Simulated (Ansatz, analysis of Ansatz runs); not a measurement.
# Zero-phonon line of the N3V centre in diamond (HSE06 on PBE structures), part 2 of 3

Subject: N3V centre in diamond. Wanted: its zero-phonon line, in one set-up (HSE06 on PBE structures, 216-site cell, PBE lattice, 420 eV, k: the zone centre alone). The model is a cell of 216 host atoms with 1 site emptied, N put on another atom's site, N put on another atom's site and N put on another atom's site. The excitation energy is a difference of total energies with one electron moved up within one spin channel. Exact exchange opens the gap, stiffens bonds and lessens the self-interaction error, at many times the cost.

Ansatz 0.2.0; HSE06 on PBE structures, 216-site cell, PBE lattice, 420 eV, k: the zone centre alone.

So far: The structure; Relaxation, charge 0; Ground state.

**4. Ground state at the level of the structure**

The ground state is solved at the level of the structure too, which shows how far its levels are spread.

This step: plane-wave PAW DFT, PBE; single point of a defect supercell.

The input, ground_geo/input.yaml:

```yaml
crystal:
  lattice:
    - [10.71474525, 0.0, 0.0]
    - [0.0, 10.71474525, 0.0]
    - [0.0, 0.0, 10.71474525]
  atoms:
    - { symbol: C, position: [0.000108089, -8.0561e-05, 0.166595862] }
    - { symbol: C, position: [0.000108203, 0.166551762, -3.6038e-05] }
    - { symbol: C, position: [0.166739982, -8.1345e-05, -3.6306e-05] }
    - { symbol: C, position: [0.167115635, 0.166925007, 0.166969464] }
    - { symbol: C, position: [0.083652178, 0.083462388, 0.25003008] }
    - { symbol: C, position: [0.083652006, 0.249985672, 0.083506545] }
    - { symbol: C, position: [0.250175618, 0.083462094, 0.083505916] }
    - { symbol: C, position: [0.250849745, 0.250658191, 0.250703732] }
    - { symbol: C, position: [0.000100837, -8.8142e-05, 0.499876951] }
    - { symbol: C, position: [0.000515772, 0.166737285, 0.333254817] }
    - { symbol: C, position: [0.166927168, 0.000326109, 0.333252874] }
    - { symbol: C, position: [0.166703667, 0.166513008, 0.500177587] }
    - { symbol: C, position: [0.083310664, 0.083121118, 0.583280159] }
    - { symbol: C, position: [0.084024263, 0.250298855, 0.416896066] }
    - { symbol: C, position: [0.250488418, 0.083832642, 0.416896171] }
    - { symbol: C, position: [0.249487187, 0.249297965, 0.583686311] }
    - { symbol: C, position: [-9.553e-06, -0.000199672, 0.833212641] }
    - { symbol: C, position: [-0.000100118, 0.166506475, 0.666625651] }
    - { symbol: C, position: [0.166695157, -0.000289853, 0.666625747] }
    - { symbol: C, position: [0.166633618, 0.166444518, 0.833445213] }
    - { symbol: C, position: [0.083354136, 0.083164682, 0.916649123] }
    - { symbol: C, position: [0.08311542, 0.249706081, 0.750091673] }
    - { symbol: C, position: [0.249894287, 0.082925009, 0.750091641] }
    - { symbol: C, position: [0.249976919, 0.249786891, 0.917056317] }
    - { symbol: C, position: [0.000514992, 0.333208821, 0.166782088] }
    - { symbol: C, position: [9.9168e-05, 0.499831436, -4.3831e-05] }
    - { symbol: C, position: [0.166926816, 0.333208739, 0.000369567] }
    - { symbol: C, position: [0.166703487, 0.500132859, 0.166558761] }
    - { symbol: C, position: [0.084022988, 0.416851071, 0.250343319] }
    - { symbol: C, position: [0.083309602, 0.583234875, 0.083165672] }
[... 77 lines left out ...]
    - { symbol: "N", position: [0.41101285, 0.410808345, 0.590596243] }
    - { symbol: "N", position: [0.411011375, 0.590558227, 0.410859211] }
    - { symbol: "N", position: [0.590754208, 0.410824564, 0.410866205] }
[... 97 lines left out ...]
    - { symbol: C, position: [0.666633875, 0.666445985, 0.833249649] }
    - { symbol: C, position: [0.666633864, 0.833204977, 0.666490206] }
    - { symbol: C, position: [0.833393529, 0.666445038, 0.666489211] }
    - { symbol: C, position: [0.833313963, 0.833124088, 0.83316996] }
    - { symbol: C, position: [0.749986246, 0.749797552, 0.916647304] }
    - { symbol: C, position: [0.749987364, 0.91660095, 0.749842775] }
    - { symbol: C, position: [0.916790743, 0.749797243, 0.749842095] }
    - { symbol: C, position: [0.916666993, 0.916476867, 0.916523067] }
basis:
  ecutwfc: 420
  xc_grid: 2
hamiltonian:
  xc: pbe
kpoints:
  mp_grid: { grid: [1, 1, 1] }
magnetization:
  spin_polarized: true
  initial_magnetization: 1
  spin_locking: { lock_magnetization: hard }
scf:
  occupations: { method: fermi_dirac, width: 0.01 }
  max_iter: 120
  n_extra_bands: 20
  lower_state_search: "off"
output:
  forces: true
  eigenvalues: true
  eigenstates: { localisation: true }
checkpoint:
  read: "../relax.run"
  write: "../ground_geo.run"
  compress: false
  write_wavefunctions: true
  write_every: 100000
```

Run with:

```console
> ansatz run input.yaml --threads 32 --pin off --max-ram 84787MiB --backend cuda --events-out ev --progress --plain --runs-dir out --max-vram 78GiB
```

Numbers of over 12 decimals in the logs are rounded to 6 here.

The program printed:

```text
[...]
device memory: the entry about to start is reckoned to put 7.8 GiB on a device that reports 174.4 GiB free (of which the cap on the GPU budget leaves the run 78.0 GiB)
GPU FFT provider: cuFFT
GPU libraries: cuBLAS 13.8.1, cuFFT 12.4.0, cuSOLVER 12.3.2
GPU matrix products: emulated (plane waves: as basis.precision tells), large ones in fixed point in workspaces of 1.00 GiB
Crystal: 215 atoms, lattice volume = 1230.115 Å³
Basis set: ecut = 420 eV, 23871 PW (Γ), exchange–correlation on 144×144×144 points (8 copies of the dense FFT grid, shifted against one another)
Bands: 452, of which v1, the nominal top of the filled ones, is band 432 counted from 1 (431 counted from 0)
Symmetry: 1 space group operations
[...]
k-points: 1
[...]
GPU buffer pool allocated for 373248 grid points (all kernels)
GPU transforms: local potential and band sums: pruned to the plane-wave sphere, on 72×72×72
[...]
SCF iter   1: F=—  HF=-54316.539746 eV  |Δ(HF+E_count)|=         —  Δρ=7.91e-7 (↑7.63e-7 ↓7.91e-7)  dr2=1.83e-8  dr2_m=2.77e-10  M=1.000 μB ∫|m|=1.146 μB  Hψ=2736
[...]
SCF iter   2: F=-54316.539746 eV  HF=-54316.539746 eV  |Δ(HF+E_count)|=   3.19e-9  Δρ=6.05e-7 (↑5.84e-7 ↓6.05e-7)  dr2=1.17e-8  dr2_m=1.61e-10  M=1.000 μB ∫|m|=1.146 μB  Hψ=1247
SCF 1 converged in 2 iterations: F = -54316.539746 eV  dr2 = 1.17e-8
[...]
SCF converged after 2 iterations
Magnetization: 1.0000 μB (432.0000 up, 431.0000 down)
Absolute magnetization: 1.1459 μB (∫|ρ↑−ρ↓|, with the PAW one-centre terms)
[...]
Per-site moments (μB) at R_I (Å): [(2.4201091384835315e-5, 0.637809), (2.4207862706323992e-5, 0.637815), (2.4206433487540434e-5, 0.637811), [... 6 left out ...]
Free energy (F): -54316.539746 eV
[...]
Internal energy: -54316.539746 eV  (E = F + TS)
E sigma→0 (E₀):  -54316.539746 eV
Fermi energy:    14.835667 (↑ 15.690950, ↓ 14.494472) eV
[...]
--- Forces (eV/Å), atoms counted from 1 ---
  atom   1  C     -0.00014832    -0.00025040    -0.00017381
  atom   2  C     -0.00028333    -0.00062239    -0.00035615
  [... 4 atoms left out ...]
  [... 209 more lines of this table ...]
  max |Σ_I F_I| component: 5.51e-5 eV/Å
--- Band table (eV) ---
[...]
```

It took 1.7 s on 1 × NVIDIA GB200 with 32 threads of Arm Neoverse V2, shared host; peak memory 1.6 GiB.

Numbers from this step:

```
free energy                           : -54316.5397 eV
total moment                          : 1 μB
integral of the absolute spin density : 1.146 μB
spin contamination                    : 0.003311
```

From eigenstates.tsv, first k-point; energies on the run's zero. The participation number counts the atoms that a state is spread over, of 215; bands count from 0.

```tsv
spin	band	energy (eV)	occupation	participation	largest share on	share
down	425	11.770	1.00	147.4	C143	0.02
down	426	12.748	1.00	30.9	N109	0.14
down	427	12.748	1.00	30.9	N110	0.16
down	428	13.015	1.00	201.1	C111	0.01
down	429	13.427	1.00	20.1	N109	0.16
down	430	13.427	1.00	20.1	N110	0.20
down	431	15.556	0.00	3.7	C111	0.51
down	432	17.276	0.00	202.5	C47	0.01
down	433	17.276	0.00	202.5	C63	0.01
down	434	17.314	0.00	190.9	C111	0.01
down	435	17.332	0.00	200.2	C195	0.01
up	426	12.726	1.00	28.2	N109	0.15
up	427	12.726	1.00	28.2	N110	0.16
up	428	12.939	1.00	139.3	C111	0.05
up	429	13.402	1.00	22.5	N109	0.16
up	430	13.402	1.00	22.5	N110	0.19
up	431	14.116	1.00	5.1	C111	0.43
up	432	17.274	0.00	202.6	C47	0.01
up	433	17.274	0.00	202.6	C63	0.01
up	434	17.292	0.00	193.2	C35	0.01
up	435	17.328	0.00	200.5	C195	0.01
up	436	17.328	0.00	200.5	C9	0.01
```

Under PBE at the zone centre alone, the highest filled state is spin up, spread over 5 of 215 atoms, and the lowest empty one, 1.44 eV above it, is spin down, spread over 4 of 215 atoms.

The largest moments in the atoms' spheres: C111 0.32, C142 0.03, C189 0.03, C204 0.03, N108 0.02, N109 0.02 μB.

**5. Excited state at the ground state's structure**

One electron is moved to the upper level and held there by its overlap; at the ground state's structure the energy difference is the vertical absorption.

This step: plane-wave PAW DFT, HSE06; single point of a defect supercell on the structure relaxed with PBE.

excited/input.yaml, as its differences from ground_geo/input.yaml of step 4:

```diff
@@ -53,3 +53,3 @@
 hamiltonian:
-  xc: pbe
+  xc: hse06
 kpoints:
@@ -61,4 +61,9 @@
 scf:
-  occupations: { method: fermi_dirac, width: 0.01 }
-  max_iter: 120
+  occupations:
+    method: fermi_dirac
+    width: 0.01
+    excite:
+      from: { channel: down, k: 0, band: v2, track: overlap }
+      to: { channel: down, k: 0, band: v1, track: overlap }
+  max_iter: 150
   n_extra_bands: 20
@@ -67,7 +72,5 @@
   forces: true
-  eigenvalues: true
-  eigenstates: { localisation: true }
 checkpoint:
-  read: "../relax.run"
-  write: "../ground_geo.run"
+  read: "../ground.run"
+  write: "../excited.run"
   compress: false
```

The program printed:

```text
[...]
Warning: checkpoint.read: where the exact-exchange loop starts from the saved orbitals it accepts no state on its first cycle, because this run fills its levels by another recipe than the state's run did (scf.occupations, or the total moment that [...]
[...]
Crystal: 215 atoms, lattice volume = 1230.115 Å³
Basis set: ecut = 420 eV, 23871 PW (Γ), exchange–correlation on 144×144×144 points (8 copies of the dense FFT grid, shifted against one another)
Bands: 452, of which v1, the nominal top of the filled ones, is band 432 counted from 1 (431 counted from 0)
Symmetry: 1 space group operations
[...]
k-points: 1
Excitation: hole v2 ↓ at k 0, (0, 0, 0); particle v1 ↓ at k 0, (0, 0, 0); 1.000000e0 electrons a cell; the bands as a deck names them, k counted from 0 among the points solved; in brackets its point in fractional reciprocal coordinates
[...]
SCF 4 converged in 18 iterations: F = -54328.346501 eV  dr2 = 1.07e-11
[...]
Magnetization: 1.0000 μB (432.0000 up, 431.0000 down)
Absolute magnetization: 1.1693 μB (∫|ρ↑−ρ↓|, with the PAW one-centre terms)
[...]
Per-site moments (μB) at R_I (Å): [(0.001429, 0.637809), (0.00142924, 0.637815), (0.00141203, 0.637811), [... 6 left out ...]
Free energy (F): -54328.346501 eV
[...]
Internal energy: -54328.346501 eV  (E = F + TS)
E sigma→0 (E₀):  -54328.346501 eV
Fermi energy:    16.700238 (↑ 16.702735, ↓ 15.278025) eV  (of the remaining states, beside the excitation)
[...]
--- Forces (eV/Å), atoms counted from 1 ---
  atom   1  C     -0.03047609     0.05358057     0.06726380
  atom   2  C     -0.03057421     0.06758949     0.05280778
  [... 4 atoms left out ...]
  [... 209 more lines of this table ...]
  max |Σ_I F_I| component: 6.65e-6 eV/Å
--- Band table (eV) ---
[...]
guard bands above this table: 19 of the run's 452 bands, where the rule asks 42: the bands that hold charge and the lowest empty level above them stay in the table. [...]
```

Wall time 51 s (1 × NVIDIA GB200 with 32 threads); peak memory 2.6 GiB.

Read from the output:

```yaml
free_energy: -54328.3465 eV
total_moment: 1 μB
integral_of_the_absolute_spin_density: 1.169 μB
spin_contamination: 0.002324
```

**6. Relaxation in the excited state**

The zero-phonon line joins two minima, so the atoms are relaxed with the electron held in the upper level.

This step: plane-wave PAW DFT, PBE; Delta-SCF with one electron moved between two levels, relaxation of all atoms.

excited_relax/input.yaml, as its differences from excited/input.yaml of step 5:

```diff
@@ -53,3 +53,3 @@
 hamiltonian:
-  xc: hse06
+  xc: pbe
 kpoints:
@@ -73,4 +73,4 @@
 checkpoint:
-  read: "../ground.run"
-  write: "../excited.run"
+  read: "../ground_geo.run"
+  write: "../excited_relax.run"
   compress: false
@@ -78 +78,5 @@
   write_every: 100000
+relax:
+  f_tol: 0.02
+  max_steps: 50
+  escape_saddle: false
```

The program printed:

```text
[...]
Crystal: 215 atoms, lattice volume = 1230.115 Å³
Basis set: ecut = 420 eV, 23871 PW (Γ), exchange–correlation on 144×144×144 points (8 copies of the dense FFT grid, shifted against one another)
Bands: 452, of which v1, the nominal top of the filled ones, is band 432 counted from 1 (431 counted from 0)
Symmetry: 1 space group operations
[...]
k-points: 1
[...]
SCF iter   4: F=—  HF=-54314.105294 eV  |Δ(HF+E_count)|=   3.06e-1  Δρ=3.65e-3 (↑2.54e-3 ↓3.65e-3)  dr2=3.30e-1  dr2_m=6.39e-2  M=1.000 μB ∫|m|=1.144 μB  Hψ=1769
[...]
SCF 1 converged in 16 iterations: F = -54314.110290 eV  dr2 = 8.22e-10
[...]
relax step   1: F+E_penalty+E_count = -54314.11028955 eV  Δ(F+E_penalty+E_count) = +0.000e0 eV  max|allowed force component| = 1.308e0 eV/Å  Δτ_max = 0.0000 Å  (16 SCF iters, accepted)
[...]
Magnetization: 1.0000 μB (432.0000 up, 431.0000 down)
Absolute magnetization: 1.0971 μB (∫|ρ↑−ρ↓|, with the PAW one-centre terms)
[...]
Per-site moments (μB) at R_I (Å): [(0.00158028, 0.637278), (0.00161291, 0.638263), (0.00158004, 0.637278), [... 6 left out ...]
Free energy (F): -54314.271364 eV
[...]
Internal energy: -54314.271364 eV  (E = F + TS)
E sigma→0 (E₀):  -54314.271364 eV
[...]
--- Forces (eV/Å), atoms counted from 1 ---
  atom   1  C     -0.00115875    -0.00210716     0.00075426
  atom   2  C     -0.00096547    -0.00152284    -0.00065152
  [... 4 atoms left out ...]
  [... 209 more lines of this table ...]
  max |Σ_I F_I| component: 3.78e-6 eV/Å
--- Band table (eV) ---
[...]
--- Relaxed structure (5 steps of the walk, 5 accepted, 0 SCFs on fresh bases) ---
  F+E_penalty+E_count = -54314.27136443 eV   max|allowed force component| = 7.632e-3 eV/Å
  atoms:
    - { symbol: C, position: [6.031116650554114e-5, -7.710063811274614e-6, 0.166637] }
    - { symbol: C, position: [9.44034946486304e-5, 0.166757, -4.905181111669963e-5] }
    [... 4 atoms left out ...]
  [... 209 more lines of this table ...]
[key lines of the parts left out:]
SCF converged after 3 iterations
```

Elapsed: 7.7 s, on 1 × NVIDIA GB200 with 32 threads; peak memory 1.5 GiB; 23 s of CPU time.

The steps of the relaxation:

```tsv
step	energy less that of the first step (eV)	largest force component (eV/Å)
1	0.0000	1.3076
2	-0.1417	0.2988
3	-0.1587	0.0999
4	-0.1611	0.0076
5	-0.1611	0.0076
```

The atoms that moved most (Å):

```tsv
atom	dx	dy	dz	length
C111	-0.025	-0.032	-0.025	0.048
N110	-0.004	-0.030	-0.017	0.035
N108	-0.017	-0.030	-0.004	0.035
C185	-0.002	0.030	-0.002	0.030
C200	-0.005	0.000	0.028	0.029
C138	0.028	0.000	-0.005	0.028
N109	-0.014	-0.011	-0.014	0.023
C177	-0.014	0.011	0.014	0.023
```

The atoms nearest to the centre after the run:

```tsv
atom	distance (Å)
C111	1.641
N109	1.673
N108	1.688
N110	1.689
C113	2.499
C177	2.501
C138	2.503
C200	2.504
C185	2.505
C114	2.510
C176	2.510
C128	2.512
C105	2.513
C130	2.513
C107	2.514
C106	2.516
```

Numbers from this step:

```
free energy                           : -54314.2714 eV
total moment                          : 1 μB
integral of the absolute spin density : 1.097 μB
spin contamination                    : 7.06e-4
```

The relaxation ends 0.7 meV an atom lower, with a largest force component of 0.0076 eV/Å.

(Continued in part 3 of 3.)

[Logs are printed without paths, hosts, clocks, repeated set-up lines and the standing remarks that a program may print on its own settings, such as how far it seeks lower states.]

[Hosts, paths, dates, database ids (printed as entryN), source tags and the programs' standing remarks are cut or masked in the printed files.]

[For some hosts the program warned that the k-mesh of the response run may be too coarse for force constants and the static dielectric constant; such warnings are not shown here.]
